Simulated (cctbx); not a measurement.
## Accept or mend?

Cell a = 13.2540 Å, b = 13.2540 Å, c = 9.3820 Å, α = 90.00°, β = 90.00°, γ = 90.00°; space group I4/mcm (no. 140).

Simulated single-crystal data (cctbx): Mo Kα, λ = 0.71073 Å, to d = 0.7 Å, 70 % of the full sphere, strongest reflection 70000 counts, noise from counting, a 2 % proportional error and a noise floor of 15 counts (s.d.); no absorption.

An anisotropic refinement with weights 1/σ² prints:

```text
Rint 0.019, 38 unique reflections to 2.02 A
cycle     R1     wR2    GooF  max shift (A)
   1  0.0056  0.0156   3.153   0.01788
   2  0.0026  0.0056   1.120   0.00017
final R1 0.0026 wR2 0.0056 GooF 1.120  parameters 33  data/parameter 1.2
atom        x        y        z      Ueq    occ   su(xyz)  su(Uiso or U11)
In1    0.93417  0.56583  0.00000   0.0072  1.000  0.00010  0.0026
In2    0.74106  0.50088  0.50000   0.0088  1.000  0.00008  0.0032
S1     0.25000  0.75000  0.75000   0.0129  1.000  0.00000  0.0111
S2     0.00000  0.00000  0.75000   0.0107  1.000  0.00000  0.0196
Mg1    0.87565  0.37565  0.80248   0.0130  1.000  0.00117  0.0052
Mg2    0.62634  0.62634  0.25000   0.0146  1.000  0.00074  0.0056
Mg3    0.00000  0.00000  0.50000   0.0200  1.000  0.00000  0.0237
Mg4    0.77087  0.27087  0.50000   0.0110  1.000  0.00049  0.0131
difference map: max 0.07 min -0.06 rms 0.02
Q1    0.2500  0.2500  0.2500    8    0.08  0.00 A from S1
Q2    0.0000  0.5000  0.0000    4    0.07  1.23 A from In1
Q3    0.0000  0.0000  0.0000    4    0.06  0.00 A from Mg3
Q4    0.1126  0.2596  0.5000   16    0.06  1.50 A from In2
Q5    0.0000  0.3134  0.2500   16    0.05  1.91 A from Mg1
Q6    0.1652  0.3348  0.5000    8    0.04  1.98 A from Mg4
```

**Question.** Can this result stand? If not, what is the likely fault?

Mend it. The fault: data cut at low resolution. Against the right model at the same level, R1 goes from 0.0090 to 0.0026 and GooF from 0.97 to 1.12. The atoms are right, but there are too few data for the parameters: R1 flatters and the s.u.s grow. Data per parameter fall from 21.2 to 1.2.

The compound is Mg11In6S3. The right model at the same level gives:

```text
Rint 0.029, 701 unique reflections to 0.70 A
cycle     R1     wR2    GooF  max shift (A)
   1  0.0243  0.0556   3.194   0.00516
   2  0.0090  0.0169   0.973   0.00000
final R1 0.0090 wR2 0.0169 GooF 0.973  parameters 33  data/parameter 21.2
atom        x        y        z      Ueq    occ   su(xyz)  su(Uiso or U11)
In1    0.93420  0.56580  0.00000   0.0085  1.000  0.00001  0.0000
In2    0.74110  0.50092  0.50000   0.0099  1.000  0.00001  0.0001
S1     0.25000  0.75000  0.75000   0.0138  1.000  0.00000  0.0002
S2     0.00000  0.00000  0.75000   0.0181  1.000  0.00000  0.0003
Mg1    0.87585  0.37585  0.80317   0.0155  1.000  0.00008  0.0002
Mg2    0.62728  0.62728  0.25000   0.0157  1.000  0.00004  0.0002
Mg3    0.00000  0.00000  0.50000   0.0156  1.000  0.00000  0.0004
Mg4    0.77071  0.27071  0.50000   0.0144  1.000  0.00005  0.0003
difference map: max 0.57 min -0.69 rms 0.14
Q1    0.0202  0.1858  0.0000   16    0.59  0.78 A from In2
Q2    0.1414  0.1717  0.0335   32    0.55  1.78 A from Mg4
Q3    0.2273  0.2727  0.3189   16    0.54  0.77 A from S1
Q4    0.1921  0.3079  0.1675   16    0.53  1.33 A from S1
Q5    0.0000  0.5000  0.0485    8    0.49  1.31 A from In1
Q6    0.0480  0.2911  0.3750   32    0.46  1.48 A from In2
```

Isotropic U is held between 0.0001 and 1 Å² by the program, and listed peak heights are interpolated, so they can pass the grid's maximum.

This is a model crystal, built by substitution and not relaxed, with assumed displacement parameters.

[Middle refinement cycles are left out of these outputs.]

[Logs are printed without paths, hosts, clocks, repeated set-up lines and the standing remarks that a program may print on its own settings, such as how far it seeks lower states.]
